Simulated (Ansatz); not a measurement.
# Sc2NO2 monolayer: from the cell to its phonons

How does Sc2NO2 monolayer vibrate, and is this structure a minimum?

Calculated with Ansatz 0.2.0; DFT PBEsol, scalar-relativistic, plane waves, PAW.

## (1) The structure

The cell holds 5 atoms: 1 N, 2 Sc and 2 O. Its edges and angles: a = 3.350 Å, b = 3.350 Å, c = 20.000 Å, α = 90.0°, β = 90.0°, γ = 120.0°. Vacuum lies along c.

As a file:

```cif
data_structure
_symmetry_space_group_name_H-M 'P 1'
_symmetry_Int_Tables_number 1
_cell_length_a 3.3500
_cell_length_b 3.3500
_cell_length_c 20.0000
_cell_angle_alpha 90.000
_cell_angle_beta 90.000
_cell_angle_gamma 120.000
_cell_volume 194.38
loop_
_atom_site_label
_atom_site_type_symbol
_atom_site_fract_x
_atom_site_fract_y
_atom_site_fract_z
_atom_site_occupancy
N1 N 0.00000 0.00000 0.50000 1
Sc2 Sc 0.33333 0.66667 0.56000 1
Sc3 Sc 0.66667 0.33333 0.44000 1
O4 O 0.66667 0.33333 0.61000 1
O5 O 0.33333 0.66667 0.39000 1
```

## (2) Rough relaxation

A rough relaxation comes first, because large forces or stress need no tight tolerances yet.

The program solves this slab on a cell height of its own, 32.6 Å, in place of the one typed.

input.yaml reads:

```yaml
crystal:
  lattice:
    - [3.35, 0.0, 0.0]
    - [-1.675, 2.90119, 0.0]
    - [0.0, 0.0, 20.0]
  atoms:
    - { symbol: "N", position: [0.0, 0.0, 0.5] }
    - { symbol: Sc, position: [0.333333, 0.666667, 0.56] }
    - { symbol: Sc, position: [0.666667, 0.333333, 0.44] }
    - { symbol: O, position: [0.666667, 0.333333, 0.61] }
    - { symbol: O, position: [0.333333, 0.666667, 0.39] }
  periodic: [true, true, false]
kpoints:
  mp_grid: { grid: [9, 9, 1] }
hamiltonian:
  xc: pbesol
scf:
  occupations: { method: gaussian, width: 0.1 }
output:
  forces: true
  stress: true
  eigenvalues: true
relax:
  adjacent_minimum: "off"
  f_tol: 0.05
  max_steps: 80
  cell: { stress_2d_tol: 0.02 }
```

Command:

```sh
> ansatz run input.yaml --threads 8 --pin off --max-ram 14336MiB --backend cpu --events-out ev --progress --plain --runs-dir out
```

Numbers of over 12 decimals in the logs are rounded to 6 here.

The program printed:

```text
[...]
cell:  # Å, volume = 291.4038 Å³
    - [3.212725, 0, 0]
    - [-1.606362, 2.782301, 0]
    - [0, 0, 32.6]
  atoms:
    - { symbol: N, position: [0, 0, 0.306748] }
    - { symbol: Sc, position: [0.333333, 0.666667, 0.349679] }
    - { symbol: Sc, position: [0.666667, 0.333333, 0.263818] }
    - { symbol: O, position: [0.666667, 0.333333, 0.373619] }
    - { symbol: O, position: [0.333333, 0.666667, 0.239878] }
[key lines of the parts left out:]
SCF converged after 7 iterations
Free energy (F): -5729.979681 eV
Fermi energy:    -7.321829 eV
P = ½ c Tr σ = -0.0061 N/m
```

It took 11 s on 8 threads of Arm Neoverse V2, shared host; peak memory 0.85 GiB; 73 s of CPU time.

The steps of the relaxation:

```
step  energy less that of the first step (eV)  largest force component (eV/Å)  volume (Å³)
   1                                   0.0000                          3.4946       316.84
   2                                  -1.0338                          0.5153       299.91
   3                                  -1.0858                          0.2641       292.34
   4                                  -1.0930                          0.0144       290.91
   5                                  -1.0926                          0.0028       292.12
   6                                  -1.0927                          0.0004       292.03
  7*                                  -1.0820                          0.0011       292.03
   8                                  -1.0826                          0.0014       291.40
  9*                                  -1.0822                          0.0013       291.40
```

Relaxation steps marked * repeat the geometry before them on a plane-wave basis chosen anew for their cell, so energy and pressure can jump there.

The run keeps the 12 symmetry operations that it works with, so distortions that break them were not tested.

```
cell as run  before  after  change
      a (Å)   3.350  3.213  -4.1 %
      b (Å)   3.350  3.213  -4.1 %
```

The atoms that moved most (Å, along periodic axes as changes of fractional coordinates times the final cell, across vacuum about the mean position):

```
atom     dx     dy      dz  length
 Sc2  0.000  0.000   0.200   0.200
 Sc3  0.000  0.000  -0.200   0.200
  O5  0.000  0.000   0.020   0.020
  O4  0.000  0.000  -0.020   0.020
```

Final coordinates:

```xyz
5
Lattice="3.2127 0.0000 0.0000 -1.6064 2.7823 0.0000 0.0000 0.0000 32.6000" Properties=species:S:1:pos:R:3
N     0.0000    0.0000   10.0000
Sc    0.0000    1.8549   11.3995
Sc    1.6064    0.9274    8.6005
O     1.6064    0.9274   12.1800
O     0.0000    1.8549    7.8200
```

Numbers from this step:

- gap on the k-mesh: 0 eV
- area per atom: 1.788 Å²

The relaxation ends with a largest force component of 0.0013 eV/Å.

## (3) Relaxation

The cell and atoms are relaxed, since residual forces and stress would shift the frequencies.

input.yaml reads:

```yaml
crystal:
  lattice:
    - [3.2127247191, 0.0, 0.0]
    - [-1.6063623595, 2.7823012221, 0.0]
    - [0.0, 0.0, 32.6]
  atoms:
    - { symbol: "N", position: [0.0, 0.0, 0.3067484663] }
    - { symbol: Sc, position: [0.3333333333, 0.6666666667, 0.349678962] }
    - { symbol: Sc, position: [0.6666666667, 0.3333333333, 0.2638179706] }
    - { symbol: O, position: [0.6666666667, 0.3333333333, 0.3736186625] }
    - { symbol: O, position: [0.3333333333, 0.6666666667, 0.2398782701] }
  periodic: [true, true, false]
kpoints:
  mp_grid: { grid: [12, 12, 1] }
hamiltonian:
  xc: pbesol
scf:
  occupations: { method: gaussian, width: 0.1 }
output:
  forces: true
  stress: true
  eigenvalues: true
  write_density: true
  write_potential: true
  elf: true
  volumetric_format: npy
relax:
  adjacent_minimum: "off"
  f_tol: 0.005
  max_steps: 80
  cell: { stress_2d_tol: 0.02 }
```

The program printed:

```text
[...]
Crystal: 5 atoms, lattice volume = 291.404 Å³
Basis set: ecut = 420 eV, 5785 PW (Γ), exchange–correlation on 48×48×450 points (8 copies of the dense FFT grid, shifted against one another)
Bands: 25, of which v1, the nominal top of the filled ones, is band 20 counted from 1 (19 counted from 0)
Symmetry: 12 space group operations
[...]
k-points: 19 of 144
[...]
SCF iter   1: F=—  HF=-5730.029526 eV  |F-HF|=—  |Δ(HF+E_count)|=         —  Δρ=8.23e-3  dr2=1.82e-1  ethr=1.77e-3  ⟨swp⟩=9.0  Hψ=2990  notcnv=0
[...]
SCF iter   9: F=-5729.990302 eV  HF=-5729.990302 eV  |F-HF|=6.50e-8  |Δ(HF+E_count)|=   1.39e-7  Δρ=1.83e-6  dr2=4.77e-9  ethr=2.56e-10  ⟨swp⟩=23.1  Hψ=4979  notcnv=0
SCF 1 converged in 9 iterations: F = -5729.990302 eV  dr2 = 4.77e-9
[...]
relax step   1: F+E_penalty+E_count = -5729.99030181 eV  Δ(F+E_penalty+E_count) = +0.000e0 eV  max|allowed force component| = 4.803e-2 eV/Å  Δτ_max = 0.0000 Å  P = +0.045 N/m  Ω = 291.404 Å³  fix = [c, alpha, beta]  reactions: c +0.000 N/m  (9 SCF iters, dr2 threshold 1.00e-7 eV, accepted)
Crystal: 5 atoms, lattice volume = 291.688 Å³
Basis set: ecut = 420 eV, 5809 PW (Γ), exchange–correlation on 48×48×450 points (8 copies of the dense FFT grid, shifted against one another)
[...]
SCF iter   6: F=-5729.990256 eV  HF=-5729.990256 eV  |F-HF|=3.05e-7  |Δ(HF+E_count)|=   2.75e-6  Δρ=4.90e-6  dr2=5.86e-8  ethr=3.70e-10  ⟨swp⟩=17.6  Hψ=5735  notcnv=0
SCF 2 converged in 6 iterations: F = -5729.990256 eV  dr2 = 5.86e-8
relax step   2: F+E_penalty+E_count = -5729.99025650 eV  Δ(F+E_penalty+E_count) = +4.532e-5 eV  max|allowed force component| = 1.923e-2 eV/Å  Δτ_max = 0.0071 Å  P = +0.029 N/m  Ω = 291.688 Å³  energy of the carried Pulay correction = -2.099e-4 eV  fix = [c, alpha, beta]  reactions: c +0.000 N/m  (6 SCF iters, dr2 threshold 1.44e-7 eV, accepted)
Crystal: 5 atoms, lattice volume = 291.584 Å³
[...]
SCF iter   6: F=-5729.990388 eV  HF=-5729.990388 eV  |F-HF|=6.56e-8  |Δ(HF+E_count)|=   5.65e-7  Δρ=1.80e-6  dr2=1.25e-8  ethr=5.93e-11  ⟨swp⟩=16.9  Hψ=4778  notcnv=0
SCF 3 converged in 6 iterations: F = -5729.990388 eV  dr2 = 1.25e-8
relax step   3: F+E_penalty+E_count = -5729.99038817 eV  Δ(F+E_penalty+E_count) = -1.317e-4 eV  max|allowed force component| = 4.774e-3 eV/Å  Δτ_max = 0.0030 Å  P = +0.006 N/m  Ω = 291.584 Å³  energy of the carried Pulay correction = -1.330e-4 eV  fix = [c, alpha, beta]  reactions: c +0.000 N/m  (6 SCF iters, dr2 threshold 2.31e-8 eV, accepted)
[...]
SCF iter   1: F=—  HF=-5729.990584 eV  |F-HF|=—  |Δ(HF+E_count)|=         —  Δρ=8.01e-6  dr2=1.64e-8  ethr=1.67e-7  ⟨swp⟩=6.8  Hψ=5048  notcnv=0
eigensolver tolerance schedule: the retry pair's looser diagonalisation over-reported the residual by 3966.92 of it (diagonalisation noise at 0.27 of the residual, at the tolerance the schedule requests for it); recorded, not acted on — ethr = c·dr2/N_el stays at c = 1.0e-1
[...]
SCF iter   2: F=—  HF=-5729.990524 eV  |F-HF|=—  |Δ(HF+E_count)|=   6.02e-5  Δρ=1.69e-6  dr2=5.91e-9  ethr=4.20e-11  ⟨swp⟩=5.2  Hψ=1652  notcnv=0
[...]
SCF iter   7: F=-5729.990524 eV  HF=-5729.990524 eV  |F-HF|=1.89e-10  |Δ(HF+E_count)|=  1.33e-10  Δρ=1.62e-8  dr2=8.86e-13  ethr=1.00e-12  ⟨swp⟩=12.4  Hψ=3049  notcnv=0
SCF 4 converged in 7 iterations: F = -5729.990524 eV  dr2 = 8.86e-13
relax step   4: F+E_penalty+E_count = -5729.99052393 eV  Δ(F+E_penalty+E_count) = -1.358e-4 eV  max|allowed force component| = 4.839e-3 eV/Å  Δτ_max = 0.0000 Å  P = +0.009 N/m  Ω = 291.584 Å³  fix = [c, alpha, beta]  reactions: c +0.000 N/m  stress off target by 9.38e-3 N/m on what of the cell is left free  SCF on the basis re-selected at this cell (its energy is not comparable with the rows above)  (7 SCF iters)
basis re-selected at this cell: Δ(F+E_penalty+E_count) = -1.358e-4 eV, ΔP = +0.003 N/m vs the last step (what re-selecting the basis moved, of the pressure what is left beyond the Pulay correction that the steps carried, after the strain that the cell walked since its last selection, with what the two solves' SCF thresholds leave and, on support functions, any second-order correction that the steps lacked; it is no m [...]
WARN: The output density's exchange-correlation potential varies sharply where the density is thin. Do not read a vacuum level from v_tot or v_xc, or from such a field of the output density. On a cell that repeats whose density bears no net charge and no dipole along the vacuum's axis use v_es (v_loc + v_h of the components); under efield.dipole_correction with no amplitude use v_es + v_field, which holds any externa [...]
SCF converged after 7 iterations
Free energy (F): -5729.990524 eV
[...]
Internal energy: -5729.978369 eV  (E = F + TS)
E sigma→0 (E₀):  -5729.984446 eV
Entropy (-TS):   -0.012155 eV (-2.431 meV/atom)
Fermi energy:    -7.334912 eV
[...]
--- Forces (eV/Å), atoms counted from 1 ---
  atom   1  N     -0.00000000    -0.00000000     0.00000000
  atom   2  Sc    -0.00000000     0.00000000    -0.00483920
  atom   3  Sc     0.00000000    -0.00000000     0.00483920
  atom   4  O      0.00000000    -0.00000000     0.00448978
  atom   5  O     -0.00000000     0.00000000    -0.00448978
  max |Σ_I F_I| component: 5.55e-17 eV/Å
--- 2D stress c σ (N/m, compression-positive) ---
        0.009379       0.000000       0.000000
        0.000000       0.009379      -0.000000
        0.000000      -0.000000       0.000000
  P = ½ c Tr σ = 0.0094 N/m
--- Band table (eV; the first three rows and the last of 19) ---
  k-point 0: bands = [... 16 lower, -9.2927, -7.3777, -6.7029, -6.7029, -2.6924, -2.6924, -2.5177, -1.8251, ... 1 higher]
  k-point 1: bands = [... 16 lower, -9.2159, -7.2622, -7.0323, -6.8284, -2.7396, -2.5312, -2.5216, -1.8364, ... 1 higher]
  k-point 2: bands = [... 16 lower, -9.0716, -7.7475, -7.1211, -7.0935, -2.9737, -2.3035, -2.1753, -1.7993, ... 1 higher]
  k-point 18: bands = [... 16 lower, -8.9509, -8.7474, -7.8840, -7.8840, -2.7491, -2.0732, -2.0732, -1.7841, ... 1 higher]
--- Relaxed structure (3 steps of the walk, 3 accepted, 1 SCFs on fresh bases) ---
[...]
cell:  # Å, volume = 291.5841 Å³
    - [3.213718, -2.887638712587745e-11, 0]
    - [-1.606859, 2.783161, 0]
    - [0, 0, 32.6]
  atoms:
    - { symbol: N, position: [0, 0, 0.306748] }
    - { symbol: Sc, position: [0.333333, 0.666667, 0.349528] }
    - { symbol: Sc, position: [0.666667, 0.333333, 0.263969] }
    - { symbol: O, position: [0.666667, 0.333333, 0.373493] }
    - { symbol: O, position: [0.333333, 0.666667, 0.240004] }
```

The job ended after 6.4 s (8 threads; peak memory 0.89 GiB; 44 s of CPU time).

Little changed from the start: no atom moved by 0.005 Å and no cell edge by 0.1 %.

This step gave:

* area per atom: 1.789 Å²

Valence density in the ac plane at fractional y = 0.333, with atoms of Sc and O within 0.2 Å of it. It is the smooth field of the valence electrons, not physical close to the nuclei.

Ten steps, logarithmic in the rise over the least value, from '_' (0.0 e/Å³) to '@' (5.5 e/Å³), each cell a mean:
```
__________________________________
__________________________________
__________________________________
__________________________________
__________________________________
__________________________________
__________________________________
__________________________________
__________________________________
__________________________________
__________________________________
__________________________________
__________________________________
__________________________________
::........::::==++##%%%%%%##**++--
--==========--==++**##%%%%##**++==
--==========----::::--------::----
------------==++##%%@@@@@@@@%%**==
------------::::----==++++==--::::
__________________________________
__________________________________
__________________________________
__________________________________
__________________________________
```
Columns run along a (3.2 Å), rows up along c (32.6 Å). Atoms in or near the plane, at fractional coordinates: Sc at (0.67, 0.26), O at (0.67, 0.37).

Electrostatic potential energy in the ac plane at fractional y = 0.333, with atoms of Sc and O within 0.2 Å of it. With pseudopotentials it is smooth inside the atoms' cores, unlike the true potential.

Values in eV, 24 rows by 14 columns, each cell a mean:
```
  0   0   0   0   0   0   0   0   0   0   0   0   0   0
  0   0   0   0   0   0   0   0   0   0   0   0   0   0
  0   0   0   0   0   0   0   0   0   0   0   0   0   0
  0   0   0   0   0   0   0   0   0   0   0   0   0   0
  0   0   0   0   0   0   0   0   0   0   0   0   0   0
  0   0   0   0   0   0   0   0   0   0   0   0   0   0
  0   0   0   0   0   0   0   0   0   0   0   0   0   0
  0   0   0   0   0   0   0   0   0   0   0   0   0   0
  0   0   0   0   0   0   0   0   0   0   0   0   0   0
  0   0   0   0   0   0   0   0   0   0   0   0   0   0
  0   0   0   0   0   0   0   0   0   0   0   0   0   0
  0   0   0   0   0   0   0   0   0   0   0   0   0   0
  0   0   0   0   0   0   0   0   0   0   0   0   0   0
  0   0   0   0   0   0   0   0   0   0   0   0   0   0
 -2  -3  -3  -3  -3  -2  -5 -10 -13 -15 -14 -12  -7  -3
-11 -14 -15 -15 -12  -9  -9 -11 -14 -14 -14 -13 -10  -8
 -5  -6  -6  -6  -5  -5  -6  -6  -7  -8  -8  -7  -6  -5
-10  -6  -5  -5  -7 -14 -22 -25 -26 -26 -26 -25 -24 -18
 -3  -2  -2  -2  -3  -4  -6  -9 -11 -12 -11 -10  -8  -5
  0   0   0   0   0   0   0   0   0  -1   0   0   0   0
  0   0   0   0   0   0   0   0   0   0   0   0   0   0
  0   0   0   0   0   0   0   0   0   0   0   0   0   0
  0   0   0   0   0   0   0   0   0   0   0   0   0   0
  0   0   0   0   0   0   0   0   0   0   0   0   0   0
```
Columns run along a (3.2 Å; values clipped at the 3rd and 97th percentile), rows up along c (32.6 Å). Atoms in or near the plane, at fractional coordinates: Sc at (0.67, 0.26), O at (0.67, 0.37).

ELF in the ac plane at fractional y = 0.333, with atoms of Sc and O within 0.2 Å of it. It is the smooth field of the valence electrons, not physical close to the nuclei.

Values, 24 rows by 14 columns, each cell a mean:
```
0.00 0.00 0.00 0.00 0.00 0.00 0.00 0.00 0.00 0.00 0.00 0.00 0.00 0.00
0.00 0.00 0.00 0.00 0.00 0.00 0.00 0.00 0.00 0.00 0.00 0.00 0.00 0.00
0.00 0.00 0.00 0.00 0.00 0.00 0.00 0.00 0.00 0.00 0.00 0.00 0.00 0.00
0.00 0.00 0.00 0.00 0.00 0.00 0.00 0.00 0.00 0.00 0.00 0.00 0.00 0.00
0.00 0.00 0.00 0.00 0.00 0.00 0.00 0.00 0.00 0.00 0.00 0.00 0.00 0.00
0.00 0.00 0.00 0.00 0.00 0.00 0.00 0.00 0.00 0.00 0.00 0.00 0.00 0.00
0.00 0.00 0.00 0.00 0.00 0.00 0.00 0.00 0.00 0.00 0.00 0.00 0.00 0.00
0.00 0.00 0.00 0.00 0.00 0.00 0.00 0.00 0.00 0.00 0.00 0.00 0.00 0.00
0.00 0.00 0.00 0.00 0.00 0.00 0.00 0.00 0.00 0.00 0.00 0.00 0.00 0.00
0.00 0.00 0.00 0.00 0.00 0.00 0.00 0.00 0.00 0.00 0.00 0.00 0.00 0.00
0.00 0.00 0.00 0.00 0.00 0.00 0.00 0.00 0.00 0.00 0.00 0.00 0.00 0.00
0.00 0.00 0.00 0.00 0.00 0.00 0.00 0.00 0.00 0.00 0.00 0.00 0.00 0.00
0.00 0.00 0.00 0.00 0.00 0.00 0.00 0.00 0.00 0.00 0.00 0.00 0.00 0.00
0.02 0.01 0.00 0.00 0.01 0.03 0.06 0.09 0.11 0.12 0.11 0.10 0.08 0.05
0.29 0.09 0.03 0.04 0.18 0.45 0.63 0.71 0.70 0.65 0.67 0.71 0.68 0.57
0.11 0.13 0.18 0.17 0.13 0.19 0.36 0.51 0.56 0.54 0.55 0.55 0.45 0.27
0.45 0.54 0.57 0.56 0.50 0.36 0.22 0.13 0.11 0.11 0.11 0.12 0.17 0.29
0.12 0.23 0.31 0.28 0.17 0.15 0.41 0.63 0.59 0.45 0.51 0.64 0.56 0.25
0.37 0.52 0.57 0.55 0.45 0.26 0.13 0.13 0.18 0.22 0.20 0.15 0.10 0.16
0.04 0.05 0.06 0.06 0.05 0.03 0.02 0.01 0.00 0.00 0.00 0.00 0.01 0.02
0.00 0.00 0.00 0.00 0.00 0.00 0.00 0.00 0.00 0.00 0.00 0.00 0.00 0.00
0.00 0.00 0.00 0.00 0.00 0.00 0.00 0.00 0.00 0.00 0.00 0.00 0.00 0.00
0.00 0.00 0.00 0.00 0.00 0.00 0.00 0.00 0.00 0.00 0.00 0.00 0.00 0.00
0.00 0.00 0.00 0.00 0.00 0.00 0.00 0.00 0.00 0.00 0.00 0.00 0.00 0.00
```
Columns run along a (3.2 Å), rows up along c (32.6 Å). Atoms in or near the plane, at fractional coordinates: Sc at (0.67, 0.26), O at (0.67, 0.37).

## (4) Tight relaxation

Phonons need a cell at rest on their own settings, so the relaxation is repeated with tight tolerances on forces and stress, using the mesh and the filling of the phonon run that follows.

input.yaml reads:

```yaml
crystal:
  lattice:
    - [3.2137180209, 0.0, 0.0]
    - [-1.6068590104, 2.7831614468, 0.0]
    - [0.0, 0.0, 32.6]
  atoms:
    - { symbol: "N", position: [0.0, 0.0, 0.3067484663] }
    - { symbol: Sc, position: [0.3333333333, 0.6666666667, 0.3495283728] }
    - { symbol: Sc, position: [0.6666666667, 0.3333333333, 0.2639685598] }
    - { symbol: O, position: [0.6666666667, 0.3333333333, 0.3734933711] }
    - { symbol: O, position: [0.3333333333, 0.6666666667, 0.2400035615] }
  periodic: [true, true, false]
kpoints:
  mp_grid: { grid: [12, 12, 1] }
hamiltonian:
  xc: pbesol
scf:
  occupations: { method: methfessel_paxton, width: 0.15 }
output:
  forces: true
  stress: true
  eigenvalues: true
relax:
  adjacent_minimum: "off"
  f_tol: 0.001
  max_steps: 60
  cell: { stress_2d_tol: 0.002 }
```

The program printed:

```text
[...]
Crystal: 5 atoms, lattice volume = 291.584 Å³
Basis set: ecut = 420 eV, 5785 PW (Γ), exchange–correlation on 48×48×450 points (8 copies of the dense FFT grid, shifted against one another)
Bands: 25, of which v1, the nominal top of the filled ones, is band 20 counted from 1 (19 counted from 0)
Symmetry: 12 space group operations
[...]
k-points: 19 of 144
[...]
cell:  # Å, volume = 291.5862 Å³
    - [3.213730, -2.8867739371725622e-11, 0]
    - [-1.606865, 2.783172, 0]
    - [0, 0, 32.6]
  atoms:
    - { symbol: N, position: [0, 0, 0.3067484663] }
    - { symbol: Sc, position: [0.333333, 0.666667, 0.349497] }
    - { symbol: Sc, position: [0.666667, 0.333333, 0.264000] }
    - { symbol: O, position: [0.666667, 0.333333, 0.373488] }
    - { symbol: O, position: [0.333333, 0.666667, 0.240009] }
[key lines of the parts left out:]
SCF converged after 9 iterations
Free energy (F): -5729.984681 eV
Fermi energy:    -7.336019 eV
P = ½ c Tr σ = 0.0004 N/m
```

Elapsed: 7.1 s, on 8 threads; peak memory 0.89 GiB; 49 s of CPU time.

Little changed from the start: no atom moved by 0.005 Å and no cell edge by 0.1 %.

The largest force component left is 0.030 meV/Å, within the tolerances set.

(Continued in part 2 of 3.)

[Logs are printed without paths, hosts, clocks, repeated set-up lines and the standing remarks that a program may print on its own settings, such as how far it seeks lower states.]

[Hosts, paths, dates, database ids (printed as entryN), source tags and the programs' standing remarks are cut or masked in the printed files.]
